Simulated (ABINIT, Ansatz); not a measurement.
Entries from a set of simulations; values are calculated unless marked as measured.

**ZnSe (Stilleite): G0W0 with ABINIT, start to end**

It takes space group F-43m (No. 216, cubic). Conventional cell: a = 5.668 Å, b = 5.668 Å, c = 5.668 Å, α = 90.00°, β = 90.00°, γ = 90.00°. Nearest to Zn lie 4 Se at 2.45 Å. Nearest to Se lie 4 Zn at 2.45 Å. Farther neighbours, and contacts between anions beyond the nearest, are not listed.

```yaml
method: RPA screening on PBE, plane waves, norm-conserving pseudopotentials (and 2 further levels or steps)
program: ABINIT 10.8.3
settings: cutoff 39 Ha, PseudoDojo scalar-relativistic 0.4.1 standard, norm-conserving, ngkpt (4, 4, 4), nband 121, ecuteps 6.5 Ha, inclvkb 2, shiftk (0, 0, 0), symchi 1, awtr 1, frequency ppm, 4×4×4 k-mesh
cost: 5 runs, 5 min in all on 4 MPI ranks of Arm Neoverse N1, shared host
notes: The cell and positions come from the Crystallography Open Database and are kept as given unless a step says otherwise. Limits: no spin-orbit coupling. The 4×4×4 mesh is coarse for this cell, which bears on the long-range parts of exchange and screening. The norm-conserving file of at least one element keeps a d shell over frozen s and p shells of the same row. Exchange with those shells is missing from the self-energy, an error of 0.3 to 0.9 eV in cases checked, whose sign depends on which edge lies on those atoms.
pbe_gap: 1.29 eV, direct
g0w0_gap_on_the_mesh: 2.53 eV
gw_settings: 4×4×4 mesh, 121 bands, screening to 176.9 eV, Godby-Needs plasmon pole
known_limits: short of the basis limit; exchange with frozen shells missing; no spin-orbit coupling; coarse k mesh
```

G0W0 moves the gap on the mesh from 1.29 eV to 2.53 eV (+1.24 eV), with Z of 0.80 and 0.81 at the edges. Local fields lower the RPA ε∞ on this mesh from 15.00 to 14.03; a Γ-centred mesh this coarse tends to raise both, most where the direct gap is narrow, while a short band sum lowers them.

[Long decimals in the printed logs are rounded to 6 places.]

[Logs are printed without paths, hosts, clocks, repeated set-up lines and the standing remarks that a program may print on its own settings, such as how far it seeks lower states.]

[Paths, hosts, dates, memory and timing lines, banners, echoed tables and standing remarks are left out of the program output; an Ansatz launch command may be rebuilt from the run's recorded settings. Measured values are a selection of at most five: reports struck by readers or far from the other reports are left out. None is set beside runs whose start may be inverted or whose files or cutoffs have a known fault.]

[Runs of the session that timed out or met a known fault of the program may be left out.]

[Hosts, paths, dates, database ids (printed as entryN), source tags and the programs' standing remarks are cut or masked in the printed files.]

[G0W0 gaps are taken among the corrected bands and points alone; a level outside them can change the order at an edge.]

[Where Ansatz stands beside ABINIT at settings called matched, ABINIT's density can come from a denser mesh and the files from another edition; pairs whose starting gaps differed by over 0.03 eV were left out, so agreement reads better than it is.]
